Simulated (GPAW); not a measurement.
**Quasiparticle gap of CsPbCl3 (Pm-3m) in GPAW**

Wanted: ground state, empty states, screening and self-energy for CsPbCl3 (Pm-3m).

Method: PBE and many-body steps on it, plane waves, in GPAW 26.7.0.

## 1. The structure

The structure is cubic, space group Pm-3m (No. 221). The conventional cell has a = 5.605 Å, b = 5.605 Å, c = 5.605 Å, α = 90.00°, β = 90.00°, γ = 90.00°. Nearest to Cs lie 12 Cl at 3.96 Å. Nearest to Pb lie 6 Cl at 2.80 Å. Nearest to Cl lie 2 Pb at 2.80 Å and 4 Cs at 3.96 Å. Farther neighbours and most contacts between anions are not listed.

The cell and positions come from the Crystallography Open Database and are kept as given unless a step says otherwise. Spin-orbit coupling is left out unless a step names it.

## 2. Ground state

This step: GPAW 26.7.0; DFT, PBE, plane waves, PAW.

The ground-state density comes first.

Input file run.py:

```python
import json
import numpy as np
from gpaw.mpi import world
from ase import Atoms
from gpaw import GPAW, PW, FermiDirac

atoms = Atoms(['Cs', 'Pb', 'Cl', 'Cl', 'Cl'],
    cell=[[5.6050000000, 0.0000000000, 0.0000000000],
      [0.0000000000, 5.6050000000, 0.0000000000],
      [0.0000000000, 0.0000000000, 5.6050000000]],
    scaled_positions=[[0.0000000000, 0.0000000000, 0.0000000000],
      [0.5000000000, 0.5000000000, 0.5000000000],
      [0.5000000000, 0.5000000000, 0.0000000000],
      [0.0000000000, 0.5000000000, 0.5000000000],
      [0.5000000000, 0.0000000000, 0.5000000000]],
    pbc=(True, True, True))
calc = GPAW(mode=PW(450),
    xc='PBE',
    kpts={'size': (4, 4, 4), 'gamma': True},
    occupations=FermiDirac(0.001),
    nbands=-8,
    convergence={'density': 1e-6, 'bands': -3},
    maxiter=100,
    txt='gs.txt')
atoms.calc = calc
res = {'energy': atoms.get_potential_energy()}
kpts = calc.get_ibz_k_points()
res['kpts'] = kpts
res['eigenvalues'] = [calc.get_eigenvalues(kpt=k) for k in range(len(kpts))]
res['n_electrons'] = calc.get_number_of_electrons()
calc.write('gs.gpw')

if world.rank == 0:
    with open('result.json', 'w') as f:
        json.dump(res, f, default=lambda x: x.tolist())
```

Launch:

```console
mpirun -n 8 gpaw python run.py
```

Numbers of over 12 decimals in the logs are rounded to 6 here.

The log of the run:

```text
__  _  _
 | _ |_)|_||  |
 |__||  | ||/\| - 26.7.0

Input parameters:
  mode=PW(ecut=450.000000),
  convergence={'density': 1e-06, 'bands': -3},
  kpts=MonkhorstPack(size=(4, 4, 4), gamma=True),
  maxiter=100,
  nbands=-8,
  occupations=Occupations(name='fermi-dirac', width=0.001, fixmagmom=False),
  xc=XC(name='PBE')
  [... matrices ...]
Diagonalizing LCAO Hamiltonian
Converting LCAO to pw mode
    .-------------.
   /|             |
  / |             |
 *  |             |
 |  |             |
 | Cl    Pb       |
 |  |   Cl        |
 |  .-------------.
 | /     Cl      /
 |/             /
 Cs------------*

Atoms  # Å, Bohr magnetons
|   | symbol |        x |        y |        z |    initial magnetic moments |
| 0 |     Cs | 0.000000 | 0.000000 | 0.000000 | ( 0.0000,  0.0000,  0.0000) |
| 1 |     Pb | 2.802500 | 2.802500 | 2.802500 | ( 0.0000,  0.0000,  0.0000) |
| 2 |     Cl | 2.802500 | 2.802500 | 0.000000 | ( 0.0000,  0.0000,  0.0000) |
| 3 |     Cl | 0.000000 | 2.802500 | 2.802500 | ( 0.0000,  0.0000,  0.0000) |
| 4 |     Cl | 2.802500 | 0.000000 | 2.802500 | ( 0.0000,  0.0000,  0.0000) |

Unit cell  # Å
| periodic |        x |        y |        z |  lengths |    angles |
|      yes | 5.605000 | 0.000000 | 0.000000 | 5.605000 | 90.000000 |
|      yes | 0.000000 | 5.605000 | 0.000000 | 5.605000 | 90.000000 |
|      yes | 0.000000 | 0.000000 | 5.605000 | 5.605000 | 90.000000 |

Number of symmetries: 48
Symmetry operations  # r_c * U_cc + t_c -> r_c
|    | kind |            matrix            |
|  0 |  E   |  1, 0, 0,  0, 1, 0,  0, 0, 1 |
|  1 |  σ   |  1, 0, 0,  0, 1, 0,  0, 0,-1 |
|  2 |  σ   |  1, 0, 0,  0, 0, 1,  0, 1, 0 |
|  3 |  C4  |  1, 0, 0,  0, 0, 1,  0,-1, 0 |
|  4 |  C4  |  1, 0, 0,  0, 0,-1,  0, 1, 0 |
|  5 |  σ   |  1, 0, 0,  0, 0,-1,  0,-1, 0 |
|  6 |  σ   |  1, 0, 0,  0,-1, 0,  0, 0, 1 |
|  7 |  C2  |  1, 0, 0,  0,-1, 0,  0, 0,-1 |
|  8 |  σ   |  0, 1, 0,  1, 0, 0,  0, 0, 1 |
|  9 |  C2  |  0, 1, 0,  1, 0, 0,  0, 0,-1 |
| 10 |  C3  |  0, 1, 0,  0, 0, 1,  1, 0, 0 |
| 11 |  S6  |  0, 1, 0,  0, 0, 1, -1, 0, 0 |
| 12 |  S6  |  0, 1, 0,  0, 0,-1,  1, 0, 0 |
| 13 |  C3  |  0, 1, 0,  0, 0,-1, -1, 0, 0 |
| 14 |  C4  |  0, 1, 0, -1, 0, 0,  0, 0, 1 |
| 15 |  S4  |  0, 1, 0, -1, 0, 0,  0, 0,-1 |
| 16 |  C3  |  0, 0, 1,  1, 0, 0,  0, 1, 0 |
| 17 |  S6  |  0, 0, 1,  1, 0, 0,  0,-1, 0 |
| 18 |  σ   |  0, 0, 1,  0, 1, 0,  1, 0, 0 |
| 19 |  C4  |  0, 0, 1,  0, 1, 0, -1, 0, 0 |
| 20 |  C2  |  0, 0, 1,  0,-1, 0,  1, 0, 0 |
| 21 |  S4  |  0, 0, 1,  0,-1, 0, -1, 0, 0 |
| 22 |  S6  |  0, 0, 1, -1, 0, 0,  0, 1, 0 |
| 23 |  C3  |  0, 0, 1, -1, 0, 0,  0,-1, 0 |
| 24 |  S6  |  0, 0,-1,  1, 0, 0,  0, 1, 0 |
| 25 |  C3  |  0, 0,-1,  1, 0, 0,  0,-1, 0 |
| 26 |  C4  |  0, 0,-1,  0, 1, 0,  1, 0, 0 |
| 27 |  σ   |  0, 0,-1,  0, 1, 0, -1, 0, 0 |
| 28 |  S4  |  0, 0,-1,  0,-1, 0,  1, 0, 0 |
| 29 |  C2  |  0, 0,-1,  0,-1, 0, -1, 0, 0 |
| 30 |  C3  |  0, 0,-1, -1, 0, 0,  0, 1, 0 |
| 31 |  S6  |  0, 0,-1, -1, 0, 0,  0,-1, 0 |
| 32 |  C4  |  0,-1, 0,  1, 0, 0,  0, 0, 1 |
| 33 |  S4  |  0,-1, 0,  1, 0, 0,  0, 0,-1 |
| 34 |  S6  |  0,-1, 0,  0, 0, 1,  1, 0, 0 |
| 35 |  C3  |  0,-1, 0,  0, 0, 1, -1, 0, 0 |
| 36 |  C3  |  0,-1, 0,  0, 0,-1,  1, 0, 0 |
| 37 |  S6  |  0,-1, 0,  0, 0,-1, -1, 0, 0 |
| 38 |  σ   |  0,-1, 0, -1, 0, 0,  0, 0, 1 |
| 39 |  C2  |  0,-1, 0, -1, 0, 0,  0, 0,-1 |
| 40 |  σ   | -1, 0, 0,  0, 1, 0,  0, 0, 1 |
| 41 |  C2  | -1, 0, 0,  0, 1, 0,  0, 0,-1 |
| 42 |  C2  | -1, 0, 0,  0, 0, 1,  0, 1, 0 |
| 43 |  S4  | -1, 0, 0,  0, 0, 1,  0,-1, 0 |
| 44 |  S4  | -1, 0, 0,  0, 0,-1,  0, 1, 0 |
| 45 |  C2  | -1, 0, 0,  0, 0,-1,  0,-1, 0 |
| 46 |  C2  | -1, 0, 0,  0,-1, 0,  0, 0, 1 |
| 47 |  i   | -1, 0, 0,  0,-1, 0,  0, 0,-1 |

BZ-sampling:
  Number of BZ points: 64
  Number of IBZ points: 10

  Monkhorst-Pack size: [4, 4, 4]
  Monkhorst-Pack shift: [0.125, 0.125, 0.125]

K-points  # in reciprocal-cell coordinates
|   |                                coordinates |     weight |
| 0 | (  0.00000000,   0.00000000,   0.00000000) | 0.01562500 |
| 1 | (  0.25000000,   0.00000000,   0.00000000) | 0.09375000 |
| 2 | (  0.25000000,   0.25000000,   0.00000000) | 0.18750000 |
| 3 | (  0.25000000,   0.25000000,   0.25000000) | 0.12500000 |
| 4 | (  0.50000000,   0.00000000,   0.00000000) | 0.04687500 |
| 5 | (  0.50000000,   0.25000000,   0.00000000) | 0.18750000 |
| 6 | (  0.50000000,   0.25000000,   0.25000000) | 0.18750000 |
| 7 | (  0.50000000,   0.50000000,   0.00000000) | 0.04687500 |
| 8 | (  0.50000000,   0.50000000,   0.25000000) | 0.09375000 |
| 9 | (  0.50000000,   0.50000000,   0.50000000) | 0.01562500 |

Plane wave coefficients: 3840
Cutoff: 450.000000 eV

Spin-components: 1 (collinear spins)
Bands:           30
Projectors:      26
Spin-degeneracy: 2
Datatype:        complex128

  Storage: CPU
  Wave functions: 18_196_800 bytes (2_274_600 per core)
  Projectors: 18_196_800 bytes (2_274_600 per core)
  [... matrices ...]
Parallelization:
  kpt:    2
  domain: 4
  band:   1

Density:
  Valence electrons: 44.0
  Components: 1
  Grid points: [28 28 28]
  Charge: 0.0  # |e|

Potential:
  Grid points: [28 28 28]

species:
  Cs:
    name:    Caesium
    Z:       55.0
    valence: 9
    core:    46
    charge:  0.0  # [|e|]
    compensation charges:
      type: gauss
      rc: 0.33  # [Å]
      lmax: 2
    cutoffs:
      filter: 2.06  # [Å]
      core: 2.51  # [Å]
    projectors
    | kind |    occ | energy [eV] | rcut [Å] |
    |   5s |  2.000 |     -26.706 |    1.164 |
    |   6s |  1.000 |      -2.085 |    1.164 |
    |   5p |  6.000 |     -13.523 |    1.058 |
    |    p |        |      13.688 |    1.058 |
    |    d |        |       0.000 |    1.058 |

    Using partial waves for Cs as LCAO basis

  Pb:
    name:    Lead
    Z:       82.0
    valence: 14
    core:    68
    charge:  0.0  # [|e|]
    compensation charges:
      type: gauss
      rc: 0.38  # [Å]
      lmax: 2
    cutoffs:
      filter: 2.36  # [Å]
      core: 2.43  # [Å]
    projectors
    | kind |    occ | energy [eV] | rcut [Å] |
    |   6s |  2.000 |     -11.969 |    1.259 |
    |   6p |  2.000 |      -3.506 |    1.275 |
    |   5d | 10.000 |     -21.211 |    1.217 |
    |    s |        |      15.243 |    1.259 |
    |    p |        |      23.705 |    1.275 |
    |    d |        |       6.001 |    1.217 |

    Using partial waves for Pb as LCAO basis

  Cl:
    name:    Chlorine
    Z:       17.0
    valence: 7
    core:    10
    charge:  0.0  # [|e|]
    compensation charges:
      type: gauss
      rc: 0.25  # [Å]
      lmax: 2
    cutoffs:
      filter: 1.40  # [Å]
      core: 1.49  # [Å]
    projectors
    | kind |    occ | energy [eV] | rcut [Å] |
    |   3s |  2.000 |     -20.689 |    0.794 |
    |   3p |  5.000 |      -8.594 |    0.794 |
    |    s |        |       6.523 |    0.794 |
    |    p |        |      18.617 |    0.794 |
    |    d |        |       0.000 |    0.794 |

    Using partial waves for Cl as LCAO basis

Reference energy: -816739.388037  # eV

eigensolver:
  PPCG
  Converge bands: -3
  niter=2

density mixing:
  MSR1-Mixer
  Pratt-step length: 0.05
  Maximum mixing coefficient: 0.75
  Old densities: 10
  SVD Regularization: 0.005
  Good broyden scale: 1.0
  Trust region scale: 1.0
  Backstep threshold: 4.0
  History deletion threshold: 6.0
  Fourier metric: weight=20.0, sigma=0.015

occupation numbers:
  Fermi-Dirac:
    width: 0.0010  # eV

poisson solver:
  ecut: 3600.000000  # eV

xc functional:
  name: PBE with 2 nearest neighbor stencil

Initialization done in: 1.276 s

convergence criteria:
- Maximum integral of absolute [dens]ity change: 1e-06 electrons / valence electron
- Maximum [total energy] change in last 3 cyles: 0.0005 eV / valence electron
- Maximum integral of absolute [eigenst]ate change: 4e-08 eV^2 / valence electron
maximum number of iterations: 100

SCF iterations
|iter     |     time |      energy | eigst |  dens |
|iter:   1|  |  -18.265059 | +0.87 |       |
|iter:   2|  |  -18.125161 | -0.13 | -1.24 |
|iter:   3|  |  -17.539533 | -0.82 | -1.29 |
|iter:   4|  |  -17.541420 | -1.53 | -1.81 |
|iter:   5|  |  -17.544840c| -2.51 | -2.22 |
|iter:   6|  |  -17.545086c| -3.05 | -2.97 |
|iter:   7|  |  -17.545103c| -3.43 | -3.55 |
|iter:   8|  |  -17.545105c| -3.88 | -4.12 |
|iter:   9|  |  -17.545105c| -4.46 | -5.09 |
|iter:  10|  |  -17.545105c| -5.01 | -5.57 |
|iter:  11|  |  -17.545105c| -5.62 | -6.32c|
|iter:  12|  |  -17.545105c| -6.15 | -7.00c|
|iter:  13|  |  -17.545105c| -6.73 | -7.31c|
|iter:  14|  |  -17.545105c| -7.34 | -7.91c|
|iter:  15|  |  -17.545105c| -7.72c| -8.38c|

Converged in 15 steps
SCF loop duration: 5.795 s (0.386 s/step)
Energy contributions relative to reference atoms: (reference = -816739.388037)
  [... matrices ...]
Energy contributions:
  Kinetic:          33.215239
  Coulomb:         -32.950808
  Zero:             -0.107954
  External:          0.000000
  Xc:              -17.701582
  Entropy:          -0.000000
  Spinorbit:         0.000000
  ----------------------------
  Free energy:     -17.545105
  Extrapolated:    -17.545105

dipole moment: (-52.513557, -52.513557, -52.513557)  # |e|*Ang

Fermi level: 4.244
Eigenvalues  # (at kpt = [0.000, 0.000, 0.000])
| band index |      eig [eV] | occ [0-2] |
|          0 |       -18.294 |     2.000 |
|        ... |               |           |
|         14 |        -1.635 |     2.000 |
|         15 |        -1.635 |     2.000 |
|         16 |         0.407 |     2.000 |
|         17 |         0.407 |     2.000 |
|         18 |         0.407 |     2.000 |
|         19 |         0.512 |     2.000 |
|         20 |         0.512 |     2.000 |
|         21 |         0.512 |     2.000 |
|         22 |         6.400 |     0.000 |
|         23 |         7.332 |     0.000 |
|         24 |         7.332 |     0.000 |
|         25 |         8.241 |     0.000 |
|         26 |         8.241 |     0.000 |
|         27 |         8.284 |     0.000 |
|         28 |         9.213 |     0.000 |
|         29 |         9.213 |     0.000 |

Gap: 1.868 eV
Transition (v -> c):
  (s=0, k=9, n=21, [0.50, 0.50, 0.50]) -> (s=0, k=9, n=22, [0.50, 0.50, 0.50])
No difference between direct/indirect transitions
# Writing to gs.gpw (mode='')
  [... matrices ...]
```

Wall time 8.9 s (8 MPI ranks of Arm Neoverse V1, shared host); peak memory 1.2 GiB.

This step gave:

| Property | Result |
| --- | --- |
| total energy | -17.55 eV |
| gap | 1.868 eV |
| k of the valence top | 0.5, 0.5, 0.5 |
| k of the conduction bottom | 0.5, 0.5, 0.5 |
| least direct gap | 1.868 eV |

The gap is direct, at (0.500, 0.500, 0.500).

## 3. Bands along the symmetry lines

Levels along a band path, at the cheap level, show where the edges lie and whether the meshes to come will hold them.

Input file run.py:

```python
import json
import numpy as np
from gpaw.mpi import world
from gpaw import GPAW

path = [[0.000000, 0.000000, 0.000000],
    [0.000000, 0.062500, 0.000000],
    [0.000000, 0.125000, 0.000000],
    [0.000000, 0.187500, 0.000000],
    [0.000000, 0.250000, 0.000000],
    [0.000000, 0.312500, 0.000000],
    [0.000000, 0.375000, 0.000000],
    [0.000000, 0.437500, 0.000000],
    [0.000000, 0.500000, 0.000000],
    [0.062500, 0.500000, 0.000000],
    [0.125000, 0.500000, 0.000000],
    [0.187500, 0.500000, 0.000000],
    [0.250000, 0.500000, 0.000000],
    [0.312500, 0.500000, 0.000000],
    [0.375000, 0.500000, 0.000000],
    [0.437500, 0.500000, 0.000000],
    [0.500000, 0.500000, 0.000000],
    [0.437500, 0.437500, 0.000000],
    [0.375000, 0.375000, 0.000000],
    [0.312500, 0.312500, 0.000000],
    [0.250000, 0.250000, 0.000000],
    [0.187500, 0.187500, 0.000000],
    [0.125000, 0.125000, 0.000000],
    [0.062500, 0.062500, 0.000000],
    [0.000000, 0.000000, 0.000000],
    [0.062500, 0.062500, 0.062500],
    [0.125000, 0.125000, 0.125000],
    [0.187500, 0.187500, 0.187500],
    [0.250000, 0.250000, 0.250000],
    [0.312500, 0.312500, 0.312500],
    [0.375000, 0.375000, 0.375000],
    [0.437500, 0.437500, 0.437500],
    [0.500000, 0.500000, 0.500000],
    [0.437500, 0.500000, 0.437500],
    [0.375000, 0.500000, 0.375000],
    [0.312500, 0.500000, 0.312500],
    [0.250000, 0.500000, 0.250000],
    [0.187500, 0.500000, 0.187500],
    [0.125000, 0.500000, 0.125000],
    [0.062500, 0.500000, 0.062500],
    [0.000000, 0.500000, 0.000000],
    [0.500000, 0.500000, 0.500000],
    [0.500000, 0.500000, 0.437500],
    [0.500000, 0.500000, 0.375000],
    [0.500000, 0.500000, 0.312500],
    [0.500000, 0.500000, 0.250000],
    [0.500000, 0.500000, 0.187500],
    [0.500000, 0.500000, 0.125000],
    [0.500000, 0.500000, 0.062500],
    [0.500000, 0.500000, 0.000000]]
calc = GPAW('gs.gpw').fixed_density(kpts=path,
    symmetry='off',
    nbands=32,
    convergence={'bands': 28},
    txt='bands.txt')
res = {}
kpts = calc.get_ibz_k_points()
res['kpts'] = kpts
res['eigenvalues'] = [calc.get_eigenvalues(kpt=k) for k in range(len(kpts))]
res['n_electrons'] = calc.get_number_of_electrons()

if world.rank == 0:
    with open('result.json', 'w') as f:
        json.dump(res, f, default=lambda x: x.tolist())
```

Launch:

```console
mpirun -n 8 gpaw python run.py
```

The log of the run:

```text
Diagonalizing LCAO Hamiltonian
Converting LCAO to pw mode
convergence criteria:
- Maximum integral of absolute [eigenst]ate change: 4e-08 eV^2 / valence electron
maximum number of iterations: 100

SCF iterations
|iter     |     time |      energy | eigst |  dens |
|iter:   1|  |             | +1.40 |       |
|iter:   2|  |             | +0.79 |       |
|iter:   3|  |             | -0.11 |       |
[...]
|iter:  12|  |             | -6.56 |       |
|iter:  13|  |             | -7.25 |       |
|iter:  14|  |             | -7.82c|       |
SCF steps: 14
  __  _  _
 | _ |_)|_||  |
 |__||  | ||/\| - 26.7.0

Input parameters:
  mode=PW(ecut=450.000000),
  convergence={'bands': 28},
  gpts=array([28, 28, 28]),
  kpts=KPoints(kpts=array([[0.    , 0.    , 0.    ],
         [0.    , 0.0625, 0.    ],
         [0.    , 0.125 , 0.    ],
         [0.    , 0.1875, 0.    ],
         [0.    , 0.25  , 0.    ],
         [0.    , 0.3125, 0.    ],
         [0.    , 0.375 , 0.    ],
         [0.    , 0.4375, 0.    ],
[...]
[0.0625, 0.5   , 0.    ],
[...]
[0.1875, 0.5   , 0.    ],
[...]
[0.3125, 0.5   , 0.    ],
[...]
[0.4375, 0.5   , 0.    ],
[...]
[0.4375, 0.4375, 0.    ],
[...]
[0.3125, 0.3125, 0.    ],
[...]
[0.1875, 0.1875, 0.    ],
[...]
[0.0625, 0.0625, 0.    ],
[...]
[0.0625, 0.0625, 0.0625],
[...]
[0.1875, 0.1875, 0.1875],
[...]
[0.3125, 0.3125, 0.3125],
[...]
[0.4375, 0.4375, 0.4375],
[...]
[0.4375, 0.5   , 0.4375],
[...]
[0.3125, 0.5   , 0.3125],
[...]
[0.1875, 0.5   , 0.1875],
[...]
[0.0625, 0.5   , 0.0625],
[...]
[0.5   , 0.5   , 0.4375],
[...]
[0.5   , 0.5   , 0.3125],
         [0.5   , 0.5   , 0.25  ],
         [0.5   , 0.5   , 0.1875],
         [0.5   , 0.5   , 0.125 ],
         [0.5   , 0.5   , 0.0625],
         [0.5   , 0.5   , 0.    ]])),
  maxiter=100,
  nbands=32,
  occupations=Occupations(name='fermi-dirac', width=0.001, fixmagmom=False),
  parallel={},
  symmetry=Symmetry(point_group=False, time_reversal=False),
  xc=XC(name='PBE')
  [... matrices ...]
timing:  # [seconds]
  Total: 0.029  # ━━━━━━━━━━━━━━━━━━━━━━━━━━━━━━━━━━━━━━━━━━━━━━━━━━━━━━━━━━━
```

The job ended after 21 s (8 MPI ranks; peak memory 1.6 GiB; 2.7 min of CPU time).

Numbers from this step:

| Property | Result |
| --- | --- |
| gap | 1.868 eV |
| k of the valence top | 0.5, 0.5, 0.5 |
| k of the conduction bottom | 0.5, 0.5, 0.5 |
| least direct gap | 1.868 eV |

The gap is 1.868 eV, as in the run before at this level.

Electronic bands along the path, in eV, zero at the top of the highest filled band:

```csv
point,band 19,band 20,band 21,band 22,band 23,band 24,band 25,band 26
Γ,-2.69,-2.58,-2.58,-2.58,3.31,4.24,4.24,5.15
halfway,-2.74,-2.64,-2.64,-2.48,3.81,4.58,4.64,4.77
X,-2.79,-2.69,-2.69,-1.72,2.95,4.64,5.15,5.27
halfway,-2.78,-2.70,-2.45,-1.48,2.70,4.02,5.05,5.12
M,-2.87,-2.81,-2.27,-0.83,2.45,2.45,4.87,5.34
halfway,-2.71,-2.67,-2.48,-2.29,4.04,4.19,4.58,4.99
Γ,-2.69,-2.58,-2.58,-2.58,3.31,4.24,4.24,5.15
halfway,-2.50,-2.50,-2.48,-2.13,3.85,3.85,3.94,4.83
R,-2.26,-2.26,-2.26,0.00,1.87,1.87,1.87,5.06
halfway,-2.54,-2.51,-2.41,-1.27,2.42,3.61,3.78,5.16
X,-2.79,-2.69,-2.69,-1.72,2.95,4.64,5.15,5.27
jump to R,-2.26,-2.26,-2.26,0.00,1.87,1.87,1.87,5.06
halfway,-2.49,-2.49,-2.27,-0.63,2.16,2.16,3.44,5.42
M,-2.87,-2.81,-2.27,-0.83,2.45,2.45,4.87,5.34
```

## 4. Empty states on the mesh, 4×4×4 mesh, 819 bands

The sums over transitions need many empty states on a uniform mesh; this step solves for them.

Input file run.py:

```python
import json
import numpy as np
from gpaw.mpi import world
from gpaw import GPAW

calc = GPAW('gs.gpw').fixed_density(kpts={'size': (4, 4, 4), 'gamma': True},
    parallel={'domain': 1, 'band': 1},
    txt='nscf.txt')
calc.diagonalize_full_hamiltonian(nbands=819)
calc.write('full.gpw', mode='all')
res = {}
kpts = calc.get_ibz_k_points()
res['kpts'] = kpts
res['eigenvalues'] = [calc.get_eigenvalues(kpt=k) for k in range(len(kpts))]
res['n_electrons'] = calc.get_number_of_electrons()

if world.rank == 0:
    with open('result.json', 'w') as f:
        json.dump(res, f, default=lambda x: x.tolist())
```

Launch:

```console
mpirun -n 8 gpaw python run.py
```

The log of the run:

```text
Diagonalizing LCAO Hamiltonian
Converting LCAO to pw mode
convergence criteria:
- Maximum integral of absolute [eigenst]ate change: 4e-08 eV^2 / valence electron
maximum number of iterations: 100

SCF iterations
|iter     |     time |      energy | eigst |  dens |
|iter:   1|  |             | +1.10 |       |
|iter:   2|  |             | +0.26 |       |
|iter:   3|  |             | -0.61 |       |
[...]
|iter:  13|  |             | -6.59 |       |
|iter:  14|  |             | -7.14 |       |
|iter:  15|  |             | -7.62c|       |
SCF steps: 15
  __  _  _
 | _ |_)|_||  |
 |__||  | ||/\| - 26.7.0

Input parameters:
  mode=PW(ecut=450.000000),
  convergence={'density': 1e-06, 'bands': -3},
  gpts=array([28, 28, 28]),
  kpts=MonkhorstPack(size=(4, 4, 4), gamma=True),
  maxiter=100,
  nbands=30,
  occupations=Occupations(name='fermi-dirac', width=0.001, fixmagmom=False),
  parallel={'domain': 1, 'band': 1},
  xc=XC(name='PBE')
Matrix size: 3791x3791
# Writing to full.gpw (mode='all')
  [... matrices ...]

timing:  # [seconds]
  Total: 112.221  # ━━━━━━━━━━━━━━━━━━━━━━━━━━━━━━━━━━━━━━━━━━━━━━━━━━━━━━━━━
```

Elapsed: 2 min, on 8 MPI ranks; peak memory 8.8 GiB; 16 min of CPU time.

This step gave:

| Quantity | Value |
| --- | --- |
| gap | 1.868 eV |
| k of the valence top | 0.5, 0.5, 0.5 |
| k of the conduction bottom | 0.5, 0.5, 0.5 |
| least direct gap | 1.868 eV |
| k points computed | 10 |
| lowest point of the top converged band, above the valence top | 151.2537 eV |

On this mesh the gap is 1.868 eV.

(Part 1 of 2 ends here.)

[Paths, hosts, dates, memory and timing lines, banners, echoed tables and standing remarks are left out of the program output.]

[Logs are printed without paths, hosts, clocks, repeated set-up lines and the standing remarks that a program may print on its own settings, such as how far it seeks lower states.]

[Runs of the session that timed out or met a known fault of the program may be left out.]

[Hosts, paths, dates, database ids (printed as entryN), source tags and the programs' standing remarks are cut or masked in the printed files.]
